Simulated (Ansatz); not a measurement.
# A failed many-body run on WSe2 (P6_3/mmc)

What is wrong with this input for WSe2 (P6_3/mmc)?

Program: Ansatz 0.2.0. Level of theory: G0W0 on PBE, plane waves, PAW. Results are calculated unless marked as measured.

The database entry behind the starting cell differs from later determinations by our own check (a about 0.2 % long), so it need not match the best structure at ambient conditions.

### Step 1. Starting point

The structure is hexagonal, space group P6_3/mmc (No. 194). Conventional cell: a = 3.290 Å, b = 3.290 Å, c = 12.970 Å, α = 90.00°, β = 90.00°, γ = 120.00°. Nearest to W lie 6 Se at 2.53 Å. Nearest to Se lie 3 W at 2.53 Å. Farther neighbours and most contacts between anions are not listed.

Structure file:

```cif
data_structure
_symmetry_space_group_name_H-M 'P6_3/mmc'
_symmetry_Int_Tables_number 194
_cell_length_a 3.2900
_cell_length_b 3.2900
_cell_length_c 12.9700
_cell_angle_alpha 90.000
_cell_angle_beta 90.000
_cell_angle_gamma 120.000
_cell_volume 121.58
loop_
_atom_site_label
_atom_site_type_symbol
_atom_site_symmetry_multiplicity
_atom_site_Wyckoff_symbol
_atom_site_fract_x
_atom_site_fract_y
_atom_site_fract_z
_atom_site_occupancy
W1 W 2 c 0.33333 0.66667 0.25000 1
Se1 Se 4 f 0.33333 0.66667 0.62100 1
```

The cell and positions come from the Crystallography Open Database and are kept as given unless a step says otherwise. Spin-orbit coupling is left out unless a step names it. The default PAW set here is soft_2. Its files were made with PBE.

### Step 2. First try

File input.yaml:

```yaml
crystal:
  lattice:
    - [3.29, 0.0, 0.0]
    - [-1.645, 2.8492235785, 0.0]
    - [0.0, 0.0, 12.97]
  atoms:
    - { symbol: W, position: [0.3333333333, 0.6666666667, 0.25] }
    - { symbol: W, position: [0.6666666667, 0.3333333333, 0.75] }
    - { symbol: Se, position: [0.3333333333, 0.6666666667, 0.621] }
    - { symbol: Se, position: [0.6666666667, 0.3333333333, 0.121] }
    - { symbol: Se, position: [0.3333333333, 0.6666666667, 0.879] }
    - { symbol: Se, position: [0.6666666667, 0.3333333333, 0.379] }
kpoints:
  mp_grid: { grid: [1, 1, 1] }
hamiltonian:
  xc: pbe
scf:
  occupations: { method: fixed }
gw:
  n_empty_bands: 128
  ecut_chi: 60
  qp_bands: [v2, c2]
  qp_kpoints: band_edges
  screening: { model: contour_deformation }
```

The run is started by

```sh
ansatz run input.yaml --threads 3 --pin off --max-ram 92160MiB --backend cuda --events-out ev --progress --plain --runs-dir out --devices 1 --max-vram 13GiB
```

Numbers of over 12 decimals in the logs are rounded to 6 here.

The program printed:

```text
GPUs: using 1 of 1 available (devices: 1).
Engine: ansatz 0.2.0, x86_64-unknown-linux-gnu
Pseudopotentials: kind: paw
Pseudopotential: W, paw, valence charge 14, recommended cutoff 420 eV (normal), W.paw.azcp
Pseudopotential: Se, paw, valence charge 16, recommended cutoff 420 eV (normal), Se.paw.azcp
Functional definition: PBE
  parameter kappa = 0.804
  parameter beta = 0.066725
  exchange = pbe_x(kappa = kappa, mu = beta*pi^2/3)
  correlation = pbe_c(beta = beta)
device memory: the entry about to start is reckoned to put 1.0 GiB on a device that reports 62.8 GiB free (of which the cap on the GPU budget leaves the run 13.0 GiB)
GPU FFT provider: cuFFT
GPU libraries: cuBLAS 13.8.2, cuFFT 12.4.0, cuSOLVER 12.3.4
Crystal: 6 atoms, lattice volume = 121.580 Å³
Basis set: ecut = 420 eV, 2419 PW (Γ)
Bands: 56, of which v1, the nominal top of the filled ones, is band 46 counted from 1 (45 counted from 0)
Symmetry: 24 space group operations
Space group: P63/mmc (ITA 194), of the structure as read, at distance tolerance 5.0e-5 Å
k-points: 1
Non-local potential: W, projectors of the file, l = 0: 3, l = 1: 2, l = 2: 2, l = 3: 1
Non-local potential: Se, projectors of the file, l = 0: 2, l = 1: 2, l = 2: 3, l = 3: 1
PAW form: soft (Blöchl's): semilocal exchange-correlation on the pseudo side does not see the compensation charge
PAW one-centre angular grid: W, 590 points (default); XC on 64 Gauss nodes
PAW one-centre angular grid: Se, 590 points (default); XC on 64 Gauss nodes
Initial density: superposition of atomic densities (neutral atoms: chi_scale 0, normalization atom), corrected by the library's trained network
Initial wavefunctions: pseudopotential atomic-orbital guess
GPU buffer pool allocated for 51840 grid points (all kernels)
GPU transforms: local potential and band sums: pruned to the plane-wave sphere, on 24×24×90
Functional: x = pbe(κ = 0.804, μ = 0.219515), c = pbe(β = 0.066725)
SCF iter   1: F=—  HF=-42633.201761 eV  |F-HF|=—  |Δ(HF+E_count)|=         —  Δρ=1.04e-1  dr2=3.89e1  ethr=1.77e-3  ⟨swp⟩=5.0  Hψ=189  notcnv=0  defer=4
preconditioner: auto → Resta (q_TF=auto, 2.604 Å⁻¹)  ε∞=6.8  [insulator: Δε(μ)=2.636 eV  Ē_g=8.379 eV  n_scr=40 (ndim 8)  ℏωp=20.2 eV  f_vac=0.044  ε∞_Penn≈6.8]
SCF iter   2: F=—  HF=-42629.971481 eV  |F-HF|=—  |Δ(HF+E_count)|=    3.23e0  Δρ=6.65e-2  dr2=1.01e1  ethr=1.77e-3  ⟨swp⟩=3.0  Hψ=129  notcnv=0  defer=2
SCF iter   3: F=—  HF=-42628.792175 eV  |F-HF|=—  |Δ(HF+E_count)|=    1.18e0  Δρ=2.56e-2  dr2=8.02e-1  ethr=1.77e-3  ⟨swp⟩=4.0  Hψ=124  notcnv=0  defer=4
SCF iter   4: F=—  HF=-42628.808109 eV  |F-HF|=—  |Δ(HF+E_count)|=   1.59e-2  Δρ=6.17e-3  dr2=6.72e-2  ethr=8.72e-4  ⟨swp⟩=2.0  Hψ=80  notcnv=0  defer=2
SCF iter   5: F=—  HF=-42628.802987 eV  |F-HF|=—  |Δ(HF+E_count)|=   5.12e-3  Δρ=3.46e-3  dr2=1.84e-2  ethr=7.31e-5  ⟨swp⟩=2.0  Hψ=100  notcnv=0  defer=8
SCF iter   6: F=—  HF=-42628.806867 eV  |F-HF|=—  |Δ(HF+E_count)|=   3.88e-3  Δρ=2.13e-3  dr2=1.03e-2  ethr=2.00e-5  ⟨swp⟩=3.0  Hψ=104  notcnv=0  defer=8
SCF iter   7: F=—  HF=-42628.805458 eV  |F-HF|=—  |Δ(HF+E_count)|=   1.41e-3  Δρ=5.00e-4  dr2=5.31e-4  ethr=1.12e-5  ⟨swp⟩=2.0  Hψ=58  notcnv=0  defer=8
SCF iter   8: F=—  HF=-42628.805447 eV  |F-HF|=—  |Δ(HF+E_count)|=   1.11e-5  Δρ=6.65e-5  dr2=1.13e-5  ethr=5.77e-7  ⟨swp⟩=2.0  Hψ=72  notcnv=0  defer=2
SCF iter   9: F=—  HF=-42628.805451 eV  |F-HF|=—  |Δ(HF+E_count)|=   3.53e-6  Δρ=1.88e-5  dr2=5.54e-7  ethr=1.23e-8  ⟨swp⟩=2.0  Hψ=74  notcnv=0  defer=2
SCF iter  10: F=-42628.805451 eV  HF=-42628.805451 eV  |F-HF|=7.21e-9  |Δ(HF+E_count)|=   3.02e-7  Δρ=4.15e-6  dr2=2.33e-8  ethr=1.09e-10  ⟨swp⟩=9.0  Hψ=202  notcnv=0
SCF 1 converged in 10 iterations: F = -42628.805451 eV  dr2 = 2.33e-8
[...]
device memory: the entry about to start is reckoned to put 1.2 GiB on a device that reports 61.9 GiB free (of which the cap on the GPU budget leaves the run 13.0 GiB)
NSCF: frozen V_eff on 1 k-points
[...]
device memory: the entry about to start is reckoned to put 1.4 GiB on a device that reports 61.9 GiB free (of which the cap on the GPU budget leaves the run 13.0 GiB)
NSCF: frozen V_eff on 1 k-points
G₀W₀ screening: q 1/1
G₀W₀ self-energy: k 1/1
device memory: the entry about to start is reckoned to put 0.8 GiB on a device that reports 62.5 GiB free (of which the cap on the GPU budget leaves the run 13.0 GiB)
NSCF: frozen V_eff on 1 k-points
device memory: the entry about to start is reckoned to put 0.8 GiB on a device that reports 62.8 GiB free (of which the cap on the GPU budget leaves the run 13.0 GiB)
NSCF: frozen V_eff on 1 k-points
device memory: the entry about to start is reckoned to put 0.8 GiB on a device that reports 62.8 GiB free (of which the cap on the GPU budget leaves the run 13.0 GiB)
NSCF: frozen V_eff on 1 k-points
device memory: the entry about to start is reckoned to put 0.8 GiB on a device that reports 62.8 GiB free (of which the cap on the GPU budget leaves the run 13.0 GiB)
NSCF: frozen V_eff on 1 k-points
device memory: the entry about to start is reckoned to put 0.8 GiB on a device that reports 63.3 GiB free (of which the cap on the GPU budget leaves the run 13.0 GiB)
NSCF: frozen V_eff on 1 k-points
device memory: the entry about to start is reckoned to put 0.8 GiB on a device that reports 63.3 GiB free (of which the cap on the GPU budget leaves the run 13.0 GiB)
NSCF: frozen V_eff on 1 k-points
SCF converged after 10 iterations
Free energy (F): -42628.805451 eV
Harris-Foulkes:  -42628.805451 eV  (|F-HF|=7.21e-9)
Internal energy: -42628.805451 eV  (E = F + TS)
E sigma→0 (E₀):  -42628.805451 eV
Fermi energy:    13.964661 eV
--- Per-component energies (eV) ---
  E_band       = -1605.469468
  E_kinetic    = 1419.362353
  E_local      = -11501.130894  (includes V_loc(G=0)·N_el)
  E_nonlocal   = -2376.030610
  E_hartree    = 5553.846768
  E_xc         = -955.343579
  E_vxc        = -877.079170  (∫ρ·V_xc dr)
  E_paw        = -24774.661548  (= ΣΔE_a)
  E_vpaw       = 621.718318  (= ΣTr[D̂ρ^β])
  E_aug_tail   = -0.002484  (compensation charges beyond the density's cutoff)
  E_ewald      = -9994.845457
  E_smearing   = -0.000000  (= −TS)
  E_closure    = 0.000000  (closes the sum)
  Σ components = -42628.805451   (vs F -42628.805451, Δ=0.00e0)
--- Band table (eV) ---
  k-point 0: bands = [... 42 lower, 12.1448, 12.1448, 12.8758, 13.9647, 16.1318, 16.1318, 16.2394, 16.2394, ... 6 higher]
--- G₀W₀: contour deformation, 6 samples at zero and on the imaginary axis and 1 off it, 1 q-point, 128 empty bands' worth ---
  eigenvalues of the whole cell's RPA ε∞ on this k-mesh (on a slab, of 1 + 4πα/V) = 5.9612, 25.4892, 25.4892; static W/v taken at q = 0 is 0.827128
  gw.qp_kpoints: band_edges: 1 of 1 stored k-point solved, in 1 pass; an edge of the gap read off the rows below is read off those points alone
    ik  band        ε_KS         Σx   Σc(E_QP)       V_xc       Z   E_QP_lin       E_QP  E_QP is
     0    45     12.8758   -18.9498     2.9085   -16.3292  0.7113    13.1605    13.1636  root
     0    46     13.9647   -19.1489     1.4905   -18.2914  0.7562    14.5903    14.5977  root
     0    47     16.1318   -15.2343    -2.5831   -18.1754  0.7399    16.4931    16.4898  root
     0    48     16.1318   -15.2343    -2.5831   -18.1754  0.7399    16.4931    16.4898  root
```

Run time: 8.8 s. Hardware: 1 × NVIDIA H100 80GB HBM3 (shared by 6 runs) with 3 threads of AMD EPYC 7R13 (Zen 3), shared host; peak memory 1 GiB; 5.7 s of CPU time.

The column dr2 measures how far the density is from self-consistency, as an energy; F and HF (Harris–Foulkes) agree once it is small.

Q: What is the fault?

The run ended normally, though the input holds a fault or crude settings.

The fault: one k-point. One point can't sample the density or the screening of a small cell, and the band edges may lie elsewhere in the zone.

It printed a gap of 1.89 eV, which is an artefact of the settings.

### Step 3. A better input

G0W0 replaces the xc potential by the self-energy, built once from these orbitals. Only a window of levels is corrected, while the sums run over the empty bands that the input names.

Changes to input.yaml since step 2:

```diff
@@ -13,3 +13,3 @@
 kpoints:
-  mp_grid: { grid: [1, 1, 1] }
+  mp_grid: { grid: [6, 6, 2] }
 hamiltonian:
@@ -19,4 +19,4 @@
 gw:
-  n_empty_bands: 128
-  ecut_chi: 60
+  n_empty_bands: 507
+  ecut_chi: 150
   qp_bands: [v2, c2]
```

The program printed:

```text
GPUs: using 1 of 1 available (devices: 1).
[...]
GPU FFT provider: cuFFT
GPU libraries: cuBLAS 13.8.2, cuFFT 12.4.0, cuSOLVER 12.3.4
Crystal: 6 atoms, lattice volume = 121.580 Å³
Basis set: ecut = 420 eV, 2419 PW (Γ)
Bands: 56, of which v1, the nominal top of the filled ones, is band 46 counted from 1 (45 counted from 0)
[... 1 set-up line as in the run before ...]
[...]
k-points: 14 of 72
[...]
GPU buffer pool allocated for 51840 grid points (all kernels)
[...]
SCF iter   1: F=—  HF=-42649.193134 eV  |F-HF|=—  |Δ(HF+E_count)|=         —  Δρ=4.34e-3  dr2=5.50e-3  ethr=1.77e-3  ⟨swp⟩=4.9  Hψ=2498  notcnv=0  defer=92
[...]
SCF iter   6: F=-42649.206099 eV  HF=-42649.206099 eV  |F-HF|=3.65e-8  |Δ(HF+E_count)|=   2.01e-6  Δρ=5.87e-6  dr2=6.00e-8  ethr=1.09e-10  ⟨swp⟩=9.3  Hψ=2914  notcnv=0
SCF 1 converged in 6 iterations: F = -42649.206099 eV  dr2 = 6.00e-8
[...]
0    45     11.8899   -18.1406     1.6152   -15.9334  0.7682    11.2917    11.2979  root
     0    46     12.9570   -19.3876     0.3625   -18.7647  0.7523    12.6958    12.6966  root
     0    47     15.5966   -13.8666    -4.2019   -18.2073  0.7556    15.7358    15.7354  root
     0    48     15.5966   -13.8666    -4.2019   -18.2073  0.7556    15.7358    15.7354  root
     1    45     12.7404   -19.0852     0.6031   -18.1680  0.7543    12.4252    12.4264  root
     1    46     12.7404   -19.0852     0.6031   -18.1680  0.7543    12.4252    12.4264  root
     1    47     15.6022   -13.8250    -4.1883   -18.1422  0.7545    15.7314    15.7311  root
     1    48     15.6022   -13.8250    -4.1883   -18.1422  0.7545    15.7314    15.7311  root
[...]
13    45     12.6187   -18.3733     0.3621   -17.7227  0.7520    12.3293    12.3303  root
    13    46     12.6187   -18.3733     0.3621   -17.7227  0.7520    12.3293    12.3303  root
    13    47     14.2841   -15.5713    -3.9742   -19.6909  0.7449    14.4299    14.4296  root
    13    48     14.2841   -15.5713    -3.9742   -19.6909  0.7449    14.4299    14.4296  root
[key lines of the parts left out:]
SCF converged after 6 iterations
Free energy (F): -42649.206099 eV
Fermi energy:    12.956967 eV
```

Wall time 62 s (1 × NVIDIA H100 80GB HBM3 (shared by 6 runs) with 3 threads); peak memory 2.1 GiB; 43 s of CPU time.

Numbers from this step:

```yaml
bands_summed: 553
rpa_eps_infinity_on_this_mesh_eigenvalues: 7.122, 15.30, 15.30
plane_waves_in_the_screening_matrix: 523
q_points_in_the_mesh: 72
g0w0_gap_on_the_mesh: 1.278 eV
k_of_the_valence_top: 0, 0, 0
k_of_the_conduction_bottom: 0.1667, 0.1667, 0
starting_gap_on_the_mesh: 0.9758 eV
z_at_the_valence_top: 0.7523
z_at_the_conduction_bottom: 0.7640
least_direct_g0w0_gap_on_the_computed_points: 1.946 eV
```

The gap on the mesh goes from 0.98 eV to 1.28 eV, a correction of +0.30 eV. Between the two edge states, bare exchange in place of the xc potential would open the gap by 4.35 eV, and correlation takes back 4.04 eV.

### Step 4. Results

- first try: converged after 8.8 s
- better run: G0W0 gap on the mesh 1.28 eV (6×6×2 mesh, 507 empty bands, screening to 150 eV)

**Reading.** The second run differs in: mesh, empty bands and screening cutoff (eV). Bands and cutoff are finite, so the gap is not at the basis limit. The miss can reach some tenths of an eV and take either sign; the mesh is an error of its own. The 6×6×2 mesh is coarse for this cell (its supercell is 20 Å along the shortest edge). The RPA ε∞ on it, from the PBE start, is 7.12 and 15.30; such meshes misread the long-range screening, most where the gap is narrow. The many-body steps are scalar-relativistic: spin-orbit coupling is not in them.

[Paths, hosts, dates, memory and timing lines, banners, echoed tables and standing remarks are left out of the program output.]

[Logs are printed without paths, hosts, clocks, repeated set-up lines and the standing remarks that a program may print on its own settings, such as how far it seeks lower states.]

[Runs of the session that timed out or met a known fault of the program may be left out.]

[Cells called generated may have been cut or substituted from an entry of the Crystallography Open Database or the Materials Project.]

[Hosts, paths, dates, database ids (printed as entryN), source tags and the programs' standing remarks are cut or masked in the printed files.]
